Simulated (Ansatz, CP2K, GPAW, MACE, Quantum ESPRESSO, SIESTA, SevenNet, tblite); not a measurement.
**Σ7 (111) twist boundary in CsBr (84 atoms) in GPAW**

Aim: run Σ7 (111) twist boundary in CsBr (84 atoms) in GPAW and see how near its forces come to a plane-wave reference, and at what cost.

Program: GPAW 26.7.0. Level of theory: the method is named at each step. Results are calculated unless marked as measured.

### 1. The starting structure

The cell holds 84 atoms: 42 Cs and 42 Br. Cell: a = 16.052 Å, b = 16.052 Å, c = 16.126 Å, α = 90.0°, β = 90.0°, γ = 60.0°. It derives from CsBr (CsCl-type). CsCl-type CsBr (a = 4.29 Å); two grains turned against each other by 81.79 deg about [111]; 1 x 1 coincidence cells, 1 lattice periods a grain, two boundaries a cell, upper grain shifted by [0.246, 0] of the boundary cell and opened by 1.98 Å, no atom removed; minimised with a classical potential (one cell length free). Then every atom was moved at random, 0.03 Å r.m.s. a Cartesian component. Regions: lower grain, 42 atoms (21 Cs and 21 Br); upper grain, 42 atoms (21 Cs and 21 Br). The structure's axis is c.

The yardstick, on the same geometry:

- method: Kohn-Sham DFT, PBE, PAW, plane waves (Ansatz 0.2.0); cutoff 420 eV, Γ point, fermi-dirac smearing of 0.05 eV; PAW set soft_2
- r.m.s. force component: 0.1095 eV/Å
- longest force: 0.4964 eV/Å
- pressure: 0.9137 GPa
- gap (highest filled to lowest empty level): 3.583 eV
- SCF cycles: 6
- time: 24 s on 8 threads of Arm Neoverse V2, shared host
- CPU time: 3 min

### 2. PBE, plane waves 350 eV

Method: Kohn-Sham DFT, PBE, PAW, plane waves.

run.py

```python
import numpy as np
from ase.io import read
from gpaw import GPAW, FermiDirac, PW
from ase.parallel import parprint as print

atoms = read("structure.xyz")
atoms.calc = GPAW(
    mode=PW(350),
    xc="PBE",
    kpts={"size": (1, 1, 1), "gamma": True},
    occupations=FermiDirac(0.05),
    maxiter=200,
    symmetry={"point_group": False},
    nbands=396,
    txt="gpaw.txt",
)
energy = atoms.get_potential_energy(force_consistent=True)
forces = atoms.get_forces()
print(f"energy {energy:.6f} eV")
print("forces (eV/A)")
for i, (a, f) in enumerate(zip(atoms, forces)):
    print(f"{i:4d} {a.symbol:2s} {f[0]:10.5f} {f[1]:10.5f} {f[2]:10.5f}")
stress = -atoms.get_stress(voigt=False) * 160.21766
print("stress (GPa, compression positive)")
for row in stress:
    print(" ".join(f"{x:10.4f}" for x in row))
print(f"Fermi level {atoms.calc.get_fermi_level():.4f} eV")
for k in range(len(atoms.calc.get_ibz_k_points())):
    for s in range(atoms.calc.get_number_of_spins()):
        e = atoms.calc.get_eigenvalues(kpt=k, spin=s)
        n = np.searchsorted(e, atoms.calc.get_fermi_level())
        print(f"k {k} spin {s} levels about the Fermi level:", np.round(e[max(n - 6, 0):n], 4).tolist(), "|", np.round(e[n:n + 6], 4).tolist())
```

structure.xyz

```xyz
84
Lattice="16.05171 0.00000 0.00000 8.02586 13.90119 0.00000 0.00000 0.00000 16.12598" Properties=species:S:1:pos:R:3 pbc="T T T"
Cs 13.48569 9.59182 1.24235
Br 13.48464 9.66202 4.75668
Cs 12.48920 13.05683 3.61141
Br 13.16209 11.91276 7.65097
Cs 1.22531 0.09661 1.06641
Br 1.12394 0.01529 4.66557
Cs 17.94260 5.93720 0.60698
Br 18.25682 5.99266 4.55607
Cs 15.98197 3.31279 3.39081
Br 15.77506 3.31474 6.99948
Cs 19.36093 12.05761 1.11156
Br 19.38509 12.03273 4.52043
Cs 17.11514 9.18785 3.26309
Br 17.35511 9.26792 6.86757
Cs 14.94198 6.66020 6.05595
Br 14.80385 6.50103 2.42293
Cs 15.93887 12.42044 5.44913
Br 15.86022 12.37456 1.91722
Cs 6.59934 1.81021 1.25009
Br 6.57960 1.83301 4.81102
Cs 7.67392 8.41092 0.62730
Br 7.81967 8.13261 4.16582
Cs 5.41641 5.38268 3.17375
Br 5.38696 5.38365 6.71002
Cs 3.15023 2.74229 6.03225
Br 3.31990 2.56296 2.50098
Cs 6.74533 11.51144 3.10651
Br 6.77896 11.63252 6.65035
Cs 20.70823 8.70395 5.69312
Br 20.47653 8.61651 2.06961
Cs 12.27057 4.14144 1.18687
Br 12.21840 4.15701 4.81361
Cs 10.13954 1.33674 3.34001
Br 10.04917 1.20940 7.40602
Cs 11.14254 7.29409 3.43483
Br 8.99321 7.38473 7.88448
Cs 8.76672 4.66760 5.50751
Br 8.78462 4.62632 1.97043
Cs 10.06419 10.53585 5.97258
Br 10.24300 10.72046 2.14637
Cs 13.51225 0.83477 5.50476
Br 13.61947 0.88092 2.01978
Cs 2.71563 0.08674 9.07006
Br 2.80857 0.06005 12.71001
Cs 13.35101 1.80854 9.27631
Br 13.37348 1.79437 12.88772
Cs 7.72023 4.17091 9.20890
Br 7.71630 4.17578 12.89127
Cs 9.94355 1.39040 11.38188
Br 9.95535 1.28739 15.42531
Cs 18.06604 6.03256 8.58531
Br 17.88426 6.00045 12.62116
Cs 4.01887 3.29180 11.49057
Br 4.23500 3.33059 15.01813
Cs 6.51001 0.86618 13.56388
Br 6.32036 0.90942 10.09277
[... 24 atom lines left out ...]
Cs 9.95046 10.50485 14.01428
Br 9.75455 10.68320 10.26564
Cs 20.10373 12.39972 13.52244
Br 20.24129 12.29463 9.98118
```

Started as:

```
> OMP_NUM_THREADS=1 mpirun -np 4 gpaw python run.py > output.txt
```

The log of the run:

```text
energy -241.970829 eV
forces (eV/A)
   0 Cs   -0.03395   -0.03381   -0.15299
   1 Br   -0.01373   -0.09570   -0.00708
   2 Cs   -0.00641   -0.00850    0.08613
   3 Br   -0.16520    0.03608   -0.02123
   4 Cs    0.01153   -0.14588   -0.07713
   5 Br    0.11557    0.05902    0.01140
   6 Cs   -0.01581    0.12163   -0.13235
   7 Br   -0.21413   -0.07478   -0.01152
   8 Cs   -0.06750    0.07013    0.18899
   9 Br    0.02017    0.14644   -0.04555
  10 Cs   -0.08108   -0.04445   -0.28646
  11 Br   -0.08760   -0.00126   -0.05634
  12 Cs    0.09093   -0.01028    0.10585
  13 Br    0.05285   -0.04800    0.01409
  14 Cs    0.01109   -0.04080   -0.21555
  15 Br    0.06327    0.03469    0.02714
  16 Cs    0.09580    0.04999    0.13963
  17 Br   -0.09783    0.02662    0.16707
  18 Cs    0.16777    0.10657   -0.19326
  19 Br    0.04877   -0.06788   -0.08791
  20 Cs    0.12550   -0.04050    0.07518
  21 Br    0.05266   -0.06151   -0.05683
  22 Cs    0.09913    0.00487    0.07674
  23 Br   -0.05539   -0.13675    0.20593
[...]
76 Cs    0.03686    0.02640    0.03543
  77 Br    0.03453   -0.11656   -0.09777
  78 Cs    0.03566    0.01383    0.07376
  79 Br    0.13010    0.07110   -0.15960
  80 Cs    0.31128    0.03264    0.09759
  81 Br    0.05829    0.13343   -0.11874
  82 Cs   -0.10197    0.03614    0.20843
  83 Br    0.05145    0.13923    0.13347
stress (GPa, compression positive)
    0.6638    -0.0130    -0.0206
   -0.0130     0.6403     0.0464
   -0.0206     0.0464     1.5487
Fermi level 3.4863 eV
k 0 spin 0 levels about the Fermi level: [1.9654, 1.9899, 2.0286, 2.0476, 2.0667, 2.0882] | [5.6719, 6.3309, 6.4049, 6.4786, 6.5344, 6.6522]
```

gpaw.txt:

```text
Input parameters:
  mode=PW(ecut=350.0),
  kpts=MonkhorstPack(size=(1, 1, 1), gamma=True),
  maxiter=200,
  nbands=396,
  occupations=Occupations(name='fermi-dirac', width=0.05, fixmagmom=False),
  symmetry=Symmetry(point_group=False),
  xc=XC(name='PBE')
Diagonalizing LCAO Hamiltonian
Converting LCAO to pw mode
Unit cell  # Å
| periodic |         x |         y |         z |   lengths |    angles |
|----------|-----------|-----------|-----------|-----------|-----------|
|      yes | 16.051710 |  0.000000 |  0.000000 | 16.051710 | 90.000000 |
|      yes |  8.025860 | 13.901190 |  0.000000 | 16.051714 | 90.000000 |
|      yes |  0.000000 |  0.000000 | 16.125980 | 16.125980 | 59.999987 |
Number of symmetries: 1
Symmetry operations  # r_c * U_cc + t_c -> r_c
|   | kind |            matrix            |
|---|------|------------------------------|
| 0 |  E   |  1, 0, 0,  0, 1, 0,  0, 0, 1 |
BZ-sampling:
  Number of BZ points: 1
  Number of IBZ points: 1
  Monkhorst-Pack size: [1, 1, 1]
  Monkhorst-Pack shift: [0, 0, 0]
K-points  # in reciprocal-cell coordinates
|   |                                coordinates |     weight |
|---|--------------------------------------------|------------|
| 0 | (  0.00000000,   0.00000000,   0.00000000) | 1.00000000 |
Plane wave coefficients: 26764
Cutoff: 350.0 eV
Spin-components: 1 (collinear spins)
Bands:           396
Projectors:      420
Spin-degeneracy: 2
Datatype:        float64
  Projectors: 44_107_072 bytes (11_026_768 per core)
Parallelization:
  kpt:    1
  domain: 4
  band:   1
Density:
  Valence electrons: 672.0
  Components: 1
  Grid points: [70 70 70]
  Charge: 0.0  # |e|
Potential:
  Grid points: [70 70 70]
species:
  Cs:
    name:    Caesium
    Z:       55.0
    valence: 9
    core:    46
    Using partial waves for Cs as LCAO basis
  Br:
    name:    Bromine
    Z:       35.0
    valence: 7
    core:    28
    Using partial waves for Br as LCAO basis
Reference energy: -11873497.617034  # eV
eigensolver:
  PPCG
  Converge bands: occupied
  niter=2
density mixing:
  MSR1-Mixer
occupation numbers:
  Fermi-Dirac:
    width: 0.0500  # eV
poisson solver:
  ecut: 2800.0  # eV
xc functional:
  name: PBE with 2 nearest neighbor stencil
Initialization done in: 6.191 s
convergence criteria:
- Maximum [total energy] change in last 3 cyles: 0.0005 eV / valence electron
- Maximum integral of absolute [dens]ity change: 0.0001 electrons / valence electron
- Maximum integral of absolute [eigenst]ate change: 4e-08 eV^2 / valence electron
maximum number of iterations: 200
SCF iterations
|iter     |      energy | eigst |  dens |
|---------|-------------|-------|-------|
|iter:   1| -259.203124 | -0.72 |       |
|iter:   2| -256.280694 | -2.59 | -1.22 |
|iter:   3| -242.062777 | -1.55 | -1.25 |
|iter:   4| -241.941036 | -3.04 | -1.68 |
|iter:   5| -241.963822c| -3.97 | -2.11 |
|iter:   6| -241.970023c| -4.76 | -2.67 |
|iter:   7| -241.970610c| -5.72 | -3.20 |
|iter:   8| -241.970821c| -6.71 | -3.54 |
|iter:   9| -241.970829c| -7.68c| -4.24c|
Converged in 9 steps
SCF loop duration: 79.599 s (8.844 s/step)
Energy contributions relative to reference atoms: (reference = -11873497.617034)
Energy contributions:
  Kinetic:         361.576176
  Coulomb:        -317.830502
  Zero:             -6.494638
  External:          0.000000
  Xc:             -279.221865
  Entropy:          -0.000000
  Spinorbit:         0.000000
  ----------------------------
  Free energy:    -241.970829
  Extrapolated:   -241.970829
dipole moment: (-191.901576, -265.640060, 11.729723)  # |e|*Ang
Fermi level: 3.486
Eigenvalues  # (at kpt = [0.000, 0.000, 0.000])
| band index |      eig [eV] | occ [0-2] |
|------------|---------------|-----------|
|          0 |       -18.701 |     2.000 |
|        ... |               |           |
|        328 |         1.950 |     2.000 |
|        329 |         1.963 |     2.000 |
[...]
|        ... |               |           |
[...]
Gap: 3.584 eV
Transition (v -> c):
  (s=0, k=0, n=335, [0.00, 0.00, 0.00]) -> (s=0, k=0, n=336, [0.00, 0.00, 0.00])
No difference between direct/indirect transitions
Force computation time: 3.770  # s
Stress tensor  # eV/Ang^3
|         x |         y |         z |
|-----------|-----------|-----------|
[...]
|  0.000081 | -0.003996 | -0.000290 |
|  0.000128 | -0.000290 | -0.009666 |
Stress computation time: 18.295  # s
```

Run time: 1.8 min. Hardware: 4 MPI ranks of Arm Neoverse V2, shared host; peak memory 2.7 GiB; 7.3 min of CPU time.

Banners, paths, timers and routine set-up lines are dropped from the logs unmarked, and long logs keep their key lines alone; longer cuts are marked.

Compared with the plane-wave run:

- r.m.s. force component: 0.11 eV/Å
- r.m.s. difference of force components: 2.307 meV/Å
- longest difference of force vectors: 7.288 meV/Å
- force difference over r.m.s. force: 2.107 %
- slope of forces against the reference's: 1.004
- correlation of force components: 0.9998
- gap (highest filled to lowest empty level): 3.584 eV
- gap difference: 0.0012 eV
- pressure: 0.9509 GPa
- pressure difference: 0.0372 GPa

Length of the force difference by element (eV/Å):

| element | atoms | mean | most |
| --- | --- | --- | --- |
| Br | 42 | 0.0041 | 0.0071 |
| Cs | 42 | 0.0033 | 0.0073 |

Levels nearest the highest filled one (eV from it): -0.12, -0.10, -0.06, -0.04, -0.02, 0.00, 3.58, 4.24, 4.32, 4.39, 4.45, 4.56.

The surroundings of Cs63, which bears the longest force, nearest first, numbered as they follow in the input and with coordinates relative to it.

| atom | x | y | z | distance (Å) | bonds | Fx | Fy | Fz (eV/Å) |
| --- | --- | --- | --- | --- | --- | --- | --- | --- |
| Cs63 | 0.00 | 0.00 | 0.00 | 0.00 | 6 | 0.144 | 0.071 | -0.477 |
| Br64 | 0.08 | 0.06 | 3.39 | 3.39 | 8 | 0.034 | 0.061 | 0.152 |
| Br28 | 0.32 | 2.10 | -2.76 | 3.48 | 5 | 0.007 | -0.029 | 0.189 |
| Br74 | -1.23 | -3.05 | 1.16 | 3.49 | 7 | -0.097 | 0.005 | -0.212 |
| Br82 | 3.29 | 1.15 | 0.85 | 3.59 | 8 | 0.058 | 0.133 | -0.119 |
| Br84 | -2.27 | 2.76 | 0.57 | 3.62 | 7 | 0.051 | 0.139 | 0.133 |
| Br36 | 2.53 | -2.15 | -1.53 | 3.66 | 6 | 0.125 | 0.034 | 0.036 |
| Cs65 | 2.40 | -2.29 | 2.10 | 3.93 | 7 | 0.122 | 0.015 | -0.134 |
| Cs71 | -3.56 | -0.30 | 1.93 | 4.06 | 7 | -0.162 | -0.132 | 0.153 |

Atoms are counted from 1 here, from 0 in the log.

Forces lie 2.1 % from the reference's, at 2.4 times its CPU time (on 4 against 8 cores).

Further runs of this program without a result: GPAW PBE, LCAO dzp, h 0.2 Å (cut off at its time limit); GPAW PBE, LCAO szp(dzp), h 0.2 Å (cut off at its time limit); GPAW RPBE, LCAO dzp, h 0.2 Å (cut off at its time limit).

### 3. Summary of results

| Item | Value |
| --- | --- |
| force difference from the reference | GPAW PBE, plane waves 350 eV, 2.1 % |
| its CPU time | 7.3 min |

**Reading.** PBE on plane waves or a grid with other potentials, cutoffs or grids differs from the reference by 2.1 % (GPAW PBE, plane waves 350 eV) of the r.m.s. force; this holds the reference's own error, so differences of a few per cent don't tell which side is nearer the exact PBE result. PBE gaps agree with the reference's 3.58 eV within 0.002 eV. These are spacings on the run's k-points, which needn't hold the band edges. The host structure and its lattice constant were typed by rule, without a check against the phase diagram. The electronic-structure runs sample only Γ, in a cell whose shortest periodic width is 14 Å. Spin–orbit coupling is left out, which matters for the levels of the heavy elements.

[Also dropped from logs without a mark: logging warnings of Python, and SIESTA's first energy breakdown and zero terms.]

[Logs are printed without paths, hosts, clocks, repeated set-up lines and the standing remarks that a program may print on its own settings, such as how far it seeks lower states.]

[Hosts, paths, dates, database ids (printed as entryN), source tags and the programs' standing remarks are cut or masked in the printed files.]
